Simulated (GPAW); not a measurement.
# puckered PAs monolayer: work function by functional and basis

Wanted: work functions and dipole of puckered PAs monolayer, with the cost of each level. Where a layer proves gapped, the work function hangs on where the smearing puts the Fermi level, and the band edges take its place.

Method: GPAW, PAW setups; layer in a repeated cell with vacuum, relaxation of atoms and in-plane cell, in the first sound run; inputs show where later runs differ, in GPAW 26.7.0.

Report form: the programs' logs are mostly left out.

**1. Starting point**

The cell holds 4 atoms: 2 P and 2 As. Cell: a = 4.690 Å, b = 3.500 Å, c = 20.360 Å, α = 90.0°, β = 90.0°, γ = 90.0°. Vacuum lies along c.

**2. Relaxation**

The atoms are relaxed first, since the surface dipole, and with it the work function, follows the positions of the outer layers.

run.py

```python
import json
import numpy as np
from ase import Atoms
from ase.filters import FrechetCellFilter
from ase.optimize import BFGS
from gpaw import GPAW, PW

slab = Atoms(
    ['P', 'As', 'As', 'P'],
    positions=[
        [0.42210, 0.00000, 9.00000],
        [1.92290, 1.75000, 9.10000],
        [4.26790, 0.00000, 11.26000],
        [2.76710, 1.75000, 11.36000]],
    cell=[[4.69, 0.0, 0.0], [0.0, 3.5, 0.0], [0.0, 0.0, 20.36]],
    pbc=[True, True, True])

slab.calc = GPAW(mode=PW(600), xc='PBE', kpts={'size': (6, 8, 1), 'gamma': True},
                 occupations={'name': 'fermi-dirac', 'width': 0.05}, nbands='160%',
                 convergence={'density': 1e-05}, maxiter=200,
                 symmetry={'tolerance': 1e-3}, txt='slab.txt')
result = {}
# The in-plane cell is free; stress needs a cell that repeats along all three vectors
path = []
opt = BFGS(FrechetCellFilter(slab, mask=[1, 1, 0, 0, 0, 1]), maxstep=0.2)
opt.attach(lambda: path.append((slab.get_potential_energy(), slab.positions.tolist(), slab.get_forces().tolist())))
result['relaxed'] = bool(opt.run(fmax=0.02, steps=45))
result['path'] = path
result['cell'] = slab.cell.tolist()
print('in-plane lattice', slab.cell.cellpar().round(4)[[0, 1, 5]])
energy = slab.get_potential_energy()
fermi = slab.calc.get_fermi_level()
v = slab.calc.get_electrostatic_potential().mean((0, 1)) - fermi
n = slab.calc.get_pseudo_density().mean((0, 1))
L = slab.cell[2, 2]
z = np.arange(len(v)) * L / len(v)
low, high = slab.positions[:, 2].min(), slab.positions[:, 2].max()
below, above = np.interp([low - 6.8, high + 6.8], z, v)
slopes = [np.interp(x, z, np.gradient(v, z)) for x in (low - 6.8, high + 6.8)]
eps = np.array([[slab.calc.get_eigenvalues(k, s) for k in range(len(slab.calc.get_ibz_k_points()))]
                for s in range(slab.calc.get_number_of_spins())]) - fermi
top, bottom = eps[eps < 0].max(), eps[eps > 0].min()
dipole = slab.get_dipole_moment()[2]
print(f'energy {energy:.4f} eV, Fermi level {fermi:.4f} eV, dipole {dipole:.5f} e A')
print(f'potential 6.8 A off the faces, from the Fermi level: lower {below:.4f} eV, upper {above:.4f} eV')
print(f'slope of the potential there: lower {slopes[0]:.5f}, upper {slopes[1]:.5f} eV/A')
print(f'nearest levels on the mesh: {top:.4f} and {bottom:.4f} eV')
print('magnetic moment', round(slab.get_magnetic_moment(), 3))
result.update(energy=energy, fermi=fermi, dipole=dipole, below=below, above=above, slopes=slopes, edges=[top, bottom],
              z=z.tolist(), v=v.tolist(), n=n.tolist(), positions=slab.positions.tolist(),
              forces=slab.get_forces(apply_constraint=False).tolist(), moments=slab.get_magnetic_moments().tolist())
json.dump(result, open('result.json', 'w'))
```

Launch:

```bash
$ OMP_NUM_THREADS=1 OPENBLAS_NUM_THREADS=1 python run.py
```

Wall time 10 min (1 thread of Arm Neoverse V2, shared host); peak memory 0.66 GiB.

Numbers from this step:

- dipole along the normal: -3.56e-5 e·Å
- levels nearest the Fermi level on the mesh: -0.4655, 0.4552 eV from the Fermi level

The electrostatic potential energy of an electron (without an applied field's), less the Fermi level, planar mean by z:

```tsv
z (Å)	electrostatic potential energy of an electron (without an applied field's), less the Fermi level, planar mean (eV)
0.0	4.40
0.5	4.40
1.0	4.40
1.5	4.40
2.0	4.40
2.5	4.40
3.0	4.40
3.5	4.40
4.0	4.40
4.5	4.40
5.0	4.40
5.5	4.40
6.0	4.40
6.5	4.37
7.0	4.27
7.5	3.80
8.0	1.77
8.5	-5.96
9.0	-18.7
9.5	-9.05
10.0	-0.344
10.5	-1.68
11.0	-13.2
11.5	-16.3
12.0	-2.83
12.5	2.65
13.0	4.00
13.5	4.31
14.0	4.38
14.5	4.40
15.0	4.40
15.5	4.40
16.0	4.40
16.5	4.40
17.0	4.40
17.5	4.40
18.0	4.40
18.5	4.40
19.0	4.40
19.5	4.40
20.0	4.40
```

The pseudo valence density, planar mean oscillates, so the rows of the table below give means over windows of 0.85 Å about each position, cut where the curve ends. Its maxima inside the range that stand out by 2 % of the span (Å: e/Å³): 8.65: 0.326, 9.50: 0.322, 10.86: 0.322, 11.71: 0.326. Its minima: 8.99: 0.238, 10.18: 0.201, 11.37: 0.238.

Pseudo valence density, planar mean against z; means over each step:

```tsv
z (Å)	pseudo valence density, planar mean (e/Å³)
4.67	9.7e-6
5.52	1.1e-4
6.37	0.00138
7.22	0.0171
8.07	0.156
8.92	0.283
9.77	0.261
10.62	0.266
11.47	0.282
12.32	0.145
13.17	0.0152
14.02	0.00123
14.87	1.0e-4
15.72	8.7e-6
```

The relaxation lowered the energy of the cell by 0.137 eV (energies extrapolated to zero smearing; the optimiser's log prints free energies). The largest force left on a free atom is 0.013 eV/Å.

**3. The slab's potential**

The work function is the vacuum plateau of the electrostatic potential less the Fermi level; a dipole layer lets the two faces have plateaus of their own.

This step: GPAW, PAW setups; slab in vacuum (GPAW 26.7.0).

run.py, as its differences from that of step 2:

```diff
@@ -3,4 +3,2 @@
 from ase import Atoms
-from ase.filters import FrechetCellFilter
-from ase.optimize import BFGS
 from gpaw import GPAW, PW
@@ -10,22 +8,15 @@
     positions=[
-        [0.42210, 0.00000, 9.00000],
-        [1.92290, 1.75000, 9.10000],
-        [4.26790, 0.00000, 11.26000],
-        [2.76710, 1.75000, 11.36000]],
-    cell=[[4.69, 0.0, 0.0], [0.0, 3.5, 0.0], [0.0, 0.0, 20.36]],
-    pbc=[True, True, True])
+        [0.37123, -0.00000, 9.08283],
+        [1.97898, 1.75203, 9.00000],
+        [4.32917, 0.00000, 11.34989],
+        [2.72142, 1.75203, 11.26708]],
+    cell=[[4.70038, -0.0, 0.0], [-0.0, 3.50406, 0.0], [0.0, 0.0, 20.3499]],
+    pbc=[True, True, False])
 
-slab.calc = GPAW(mode=PW(600), xc='PBE', kpts={'size': (6, 8, 1), 'gamma': True},
+slab.calc = GPAW(mode=PW(400), xc='PBE', kpts={'size': (6, 8, 1), 'gamma': True},
                  occupations={'name': 'fermi-dirac', 'width': 0.05}, nbands='160%',
                  convergence={'density': 1e-05}, maxiter=200,
+                 poissonsolver={'dipolelayer': 'xy'},
                  symmetry={'tolerance': 1e-3}, txt='slab.txt')
 result = {}
-# The in-plane cell is free; stress needs a cell that repeats along all three vectors
-path = []
-opt = BFGS(FrechetCellFilter(slab, mask=[1, 1, 0, 0, 0, 1]), maxstep=0.2)
-opt.attach(lambda: path.append((slab.get_potential_energy(), slab.positions.tolist(), slab.get_forces().tolist())))
-result['relaxed'] = bool(opt.run(fmax=0.02, steps=45))
-result['path'] = path
-result['cell'] = slab.cell.tolist()
-print('in-plane lattice', slab.cell.cellpar().round(4)[[0, 1, 5]])
 energy = slab.get_potential_energy()
```

Wall time 29 s (1 thread); peak memory 0.24 GiB.

This step gave:

```yaml
dipole_along_the_normal: -3.29e-5 e·Å
levels_nearest_the_fermi_level_on_the_mesh: -0.4656, 0.4554 eV from the Fermi level
upper_work_function: 4.403 eV
lower_work_function: 4.403 eV
upper_ionisation_energy: 4.869 eV
```

Electrostatic potential energy of an electron (without an applied field's), less the Fermi level, planar mean against z:

```tsv
z (Å)	electrostatic potential energy of an electron (without an applied field's), less the Fermi level, planar mean (eV)
0.0	4.40
0.5	4.40
1.0	4.40
1.5	4.40
2.0	4.40
2.5	4.40
3.0	4.40
3.5	4.40
4.0	4.40
4.5	4.40
5.0	4.40
5.5	4.40
6.0	4.40
6.5	4.37
7.0	4.26
7.5	3.79
8.0	1.72
8.5	-6.11
9.0	-18.7
9.5	-8.95
10.0	-0.345
10.5	-1.73
11.0	-13.3
11.5	-16.1
12.0	-2.74
12.5	2.68
13.0	4.01
13.5	4.31
14.0	4.38
14.5	4.40
15.0	4.40
15.5	4.40
16.0	4.40
16.5	4.40
17.0	4.40
17.5	4.40
18.0	4.40
18.5	4.40
19.0	4.40
19.5	4.40
20.0	4.40
```

The pseudo valence density, planar mean oscillates, so the rows of the table below give means over windows of 0.85 Å about each position, cut where the curve ends. Its maxima inside the range that stand out by 2 % of the span (Å: e/Å³): 8.69: 0.321, 9.54: 0.316, 10.81: 0.316, 11.66: 0.321. Its minima: 9.12: 0.247, 10.18: 0.201, 11.23: 0.247.

Table of pseudo valence density, planar mean by z; means over each step:

```tsv
z (Å)	pseudo valence density, planar mean (e/Å³)
4.67	9.9e-6
5.52	1.2e-4
6.37	0.00143
7.22	0.0176
8.07	0.158
8.92	0.283
9.77	0.261
10.62	0.266
11.47	0.282
12.32	0.144
13.17	0.0153
14.02	0.00124
14.87	1.0e-4
15.72	8.7e-6
```

The layer is gapped, so the Fermi level lies somewhere inside the gap, set by smearing and numerics, and these work functions are no property of the material; the band edges below the vacuum level are. The potential is flat to 1.5e-5 eV/Å where it is read, so the vacuum is wide enough.

**4. Self-consistent run: xc = "LDA"**

The same geometry under LDA, to see how far the functional moves the levels against the vacuum.

run.py, as its differences from that of step 3:

```diff
@@ -15,3 +15,3 @@
 
-slab.calc = GPAW(mode=PW(400), xc='PBE', kpts={'size': (6, 8, 1), 'gamma': True},
+slab.calc = GPAW(mode=PW(400), xc='LDA', kpts={'size': (6, 8, 1), 'gamma': True},
                  occupations={'name': 'fermi-dirac', 'width': 0.05}, nbands='160%',
```

Wall time 28 s (1 thread); peak memory 0.23 GiB.

Numbers from this step:

| Item | Value |
| --- | --- |
| dipole along the normal | -3.39e-5 e·Å |
| levels nearest the Fermi level on the mesh | -0.4272, 0.4172 eV from the Fermi level |
| upper work function | 4.646 eV |
| lower work function | 4.646 eV |
| upper ionisation energy | 5.073 eV |

Table of electrostatic potential energy of an electron (without an applied field's), less the Fermi level, planar mean by z:

z (Å), electrostatic potential energy of an electron (without an applied field's), less the Fermi level, planar mean (eV) and a bar from the least value:
```
      0.0        4.6 ##############################
      0.5        4.6 ##############################
      1.0        4.6 ##############################
      1.5        4.6 ##############################
      2.0        4.6 ##############################
      2.5        4.6 ##############################
      3.0        4.6 ##############################
      3.5        4.6 ##############################
      4.0        4.6 ##############################
      4.5        4.6 ##############################
      5.0        4.6 ##############################
      5.5        4.6 ##############################
      6.0        4.6 ##############################
      6.5        4.6 ##############################
      7.0        4.5 ##############################
      7.5        4.0 #############################
      8.0        1.9 ##########################
      8.5       -5.9 ################
      9.0      -18.4 
      9.5       -8.7 #############
     10.0       -0.1 ########################
     10.5       -1.5 ######################
     11.0      -13.1 #######
     11.5      -15.9 ###
     12.0       -2.5 #####################
     12.5        2.9 ############################
     13.0        4.2 #############################
     13.5        4.6 ##############################
     14.0        4.6 ##############################
     14.5        4.6 ##############################
     15.0        4.6 ##############################
     15.5        4.6 ##############################
     16.0        4.6 ##############################
     16.5        4.6 ##############################
     17.0        4.6 ##############################
     17.5        4.6 ##############################
     18.0        4.6 ##############################
     18.5        4.6 ##############################
     19.0        4.6 ##############################
     19.5        4.6 ##############################
     20.0        4.6 ##############################
```

The pseudo valence density, planar mean by z:

z (Å), pseudo valence density, planar mean (e/Å³) and a bar from the least value:
```
     0.00      0.000 
     0.64      0.000 
     1.06      0.000 
     1.70      0.000 
     2.12      0.000 
     2.76      0.000 
     3.18      0.000 
     3.82      0.000 
     4.45      0.000 
     4.88      0.000 
     5.51      0.000 
     5.94      0.000 
     6.57      0.002 
     7.00      0.007 #
     7.63      0.043 ####
     8.27      0.218 ####################
     8.69      0.321 ##############################
     9.33      0.313 #############################
     9.75      0.264 #########################
    10.39      0.216 ####################
    10.81      0.318 ##############################
    11.45      0.256 ########################
    11.87      0.304 ############################
    12.51      0.078 #######
    13.14      0.013 #
    13.57      0.004 
    14.20      0.001 
    14.63      0.000 
    15.26      0.000 
    15.69      0.000 
    16.32      0.000 
    16.96      0.000 
    17.38      0.000 
    18.02      0.000 
    18.44      0.000 
    19.08      0.000 
    19.50      0.000 
    20.14      0.000
```

Force by atom:

```tsv
atom	x (eV/Å)	y (eV/Å)	z (eV/Å)	size
P1	0.153	0.000	0.248	0.291
As2	-0.153	0.000	0.290	0.328
As3	-0.153	0.000	-0.290	0.328
P4	0.153	0.000	-0.248	0.292
```

The highest filled level lies 0.427 eV under the Fermi level, so the ionisation energy from the upper face is 4.646 + 0.427 = 5.073 eV, against 4.869 eV in the base run.

**5. Self-consistent run: xc = "RPBE"**

The same geometry under RPBE, to see how far the functional moves the levels against the vacuum.

run.py, as its differences from that of step 4:

```diff
@@ -15,3 +15,3 @@
 
-slab.calc = GPAW(mode=PW(400), xc='LDA', kpts={'size': (6, 8, 1), 'gamma': True},
+slab.calc = GPAW(mode=PW(400), xc='RPBE', kpts={'size': (6, 8, 1), 'gamma': True},
                  occupations={'name': 'fermi-dirac', 'width': 0.05}, nbands='160%',
```

Run time: 29 s. Hardware: 1 thread; peak memory 0.24 GiB.

Numbers from this step:

```yaml
dipole_along_the_normal: -3.23e-5 e·Å
levels_nearest_the_fermi_level_on_the_mesh: -0.4834, 0.4731 eV from the Fermi level
upper_work_function: 4.311 eV
lower_work_function: 4.311 eV
upper_ionisation_energy: 4.794 eV
```

Electrostatic potential energy of an electron (without an applied field's), less the Fermi level, planar mean against z:

```tsv
z (Å)	electrostatic potential energy of an electron (without an applied field's), less the Fermi level, planar mean (eV)
0	4.31
1	4.31
2	4.31
3	4.31
4	4.31
5	4.31
6	4.30
7	4.17
8	1.64
9	-18.8
10	-0.433
11	-13.5
12	-2.82
13	3.91
14	4.29
15	4.31
16	4.31
17	4.31
18	4.31
19	4.31
20	4.31
```

The highest filled level lies 0.483 eV under the Fermi level, so the ionisation energy from the upper face is 4.311 + 0.483 = 4.794 eV, against 4.869 eV in the base run.

**6. Self-consistent run: xc = "revPBE"**

The same geometry under revPBE, to see how far the functional moves the levels against the vacuum.

run.py, as its differences from that of step 5:

```diff
@@ -15,3 +15,3 @@
 
-slab.calc = GPAW(mode=PW(400), xc='RPBE', kpts={'size': (6, 8, 1), 'gamma': True},
+slab.calc = GPAW(mode=PW(400), xc='revPBE', kpts={'size': (6, 8, 1), 'gamma': True},
                  occupations={'name': 'fermi-dirac', 'width': 0.05}, nbands='160%',
```

Elapsed: 29 s, on 1 thread; peak memory 0.24 GiB.

Numbers from this step:

| Property | Result |
| --- | --- |
| dipole along the normal | -3.26e-5 e·Å |
| levels nearest the Fermi level on the mesh | -0.4852, 0.4749 eV from the Fermi level |
| upper work function | 4.307 eV |
| lower work function | 4.307 eV |
| upper ionisation energy | 4.793 eV |

Electrostatic potential energy of an electron (without an applied field's), less the Fermi level, planar mean against z:

z (Å), electrostatic potential energy of an electron (without an applied field's), less the Fermi level, planar mean (eV) and a bar from the least value:
```
      0.0        4.3 ##############################
      0.5        4.3 ##############################
      1.0        4.3 ##############################
      1.5        4.3 ##############################
      2.0        4.3 ##############################
      2.5        4.3 ##############################
      3.0        4.3 ##############################
      3.5        4.3 ##############################
      4.0        4.3 ##############################
      4.5        4.3 ##############################
      5.0        4.3 ##############################
      5.5        4.3 ##############################
      6.0        4.3 ##############################
      6.5        4.3 ##############################
      7.0        4.2 ##############################
      7.5        3.7 #############################
      8.0        1.6 ###########################
      8.5       -6.2 ################
      9.0      -18.8 
      9.5       -9.0 #############
     10.0       -0.4 ########################
     10.5       -1.8 ######################
     11.0      -13.4 #######
     11.5      -16.2 ###
     12.0       -2.8 #####################
     12.5        2.6 ############################
     13.0        3.9 #############################
     13.5        4.2 ##############################
     14.0        4.3 ##############################
     14.5        4.3 ##############################
     15.0        4.3 ##############################
     15.5        4.3 ##############################
     16.0        4.3 ##############################
     16.5        4.3 ##############################
     17.0        4.3 ##############################
     17.5        4.3 ##############################
     18.0        4.3 ##############################
     18.5        4.3 ##############################
     19.0        4.3 ##############################
     19.5        4.3 ##############################
     20.0        4.3 ##############################
```

The highest filled level lies 0.485 eV under the Fermi level, so the ionisation energy from the upper face is 4.307 + 0.485 = 4.793 eV, against 4.869 eV in the base run.

**7. OptPBE vdW: xc = "optPBE-vdW"**

The same geometry under optPBE-vdW, to see how far the functional moves the levels against the vacuum (the van der Waals functionals take revPBE setups).

run.py, as its differences from that of step 6:

```diff
@@ -15,3 +15,3 @@
 
-slab.calc = GPAW(mode=PW(400), xc='revPBE', kpts={'size': (6, 8, 1), 'gamma': True},
+slab.calc = GPAW(mode=PW(400), xc='optPBE-vdW', kpts={'size': (6, 8, 1), 'gamma': True},
                  occupations={'name': 'fermi-dirac', 'width': 0.05}, nbands='160%',
```

Wall time 38 s (1 thread); peak memory 0.45 GiB.

This step gave:

```yaml
dipole_along_the_normal: -3.25e-5 e·Å
levels_nearest_the_fermi_level_on_the_mesh: -0.4528, 0.4426 eV from the Fermi level
upper_work_function: 4.611 eV
lower_work_function: 4.611 eV
upper_ionisation_energy: 5.064 eV
```

The electrostatic potential energy of an electron (without an applied field's), less the Fermi level, planar mean by z:

```tsv
z (Å)	electrostatic potential energy of an electron (without an applied field's), less the Fermi level, planar mean (eV)
0.0	4.61
0.5	4.61
1.0	4.61
1.5	4.61
2.0	4.61
2.5	4.61
3.0	4.61
3.5	4.61
4.0	4.61
4.5	4.61
5.0	4.61
5.5	4.61
6.0	4.60
6.5	4.57
7.0	4.45
7.5	3.94
8.0	1.82
8.5	-6.03
9.0	-18.6
9.5	-8.93
10.0	-0.368
10.5	-1.75
11.0	-13.3
11.5	-16.1
12.0	-2.66
12.5	2.80
13.0	4.17
13.5	4.50
14.0	4.58
14.5	4.60
15.0	4.61
15.5	4.61
16.0	4.61
16.5	4.61
17.0	4.61
17.5	4.61
18.0	4.61
18.5	4.61
19.0	4.61
19.5	4.61
20.0	4.61
```

The highest filled level lies 0.453 eV under the Fermi level, so the ionisation energy from the upper face is 4.611 + 0.453 = 5.064 eV, against 4.869 eV in the base run.

(Part 1 of 2 ends here.)

[Logs are printed without paths, hosts, clocks, repeated set-up lines and the standing remarks that a program may print on its own settings, such as how far it seeks lower states.]

[Hosts, paths, dates, database ids (printed as entryN), source tags and the programs' standing remarks are cut or masked in the printed files.]
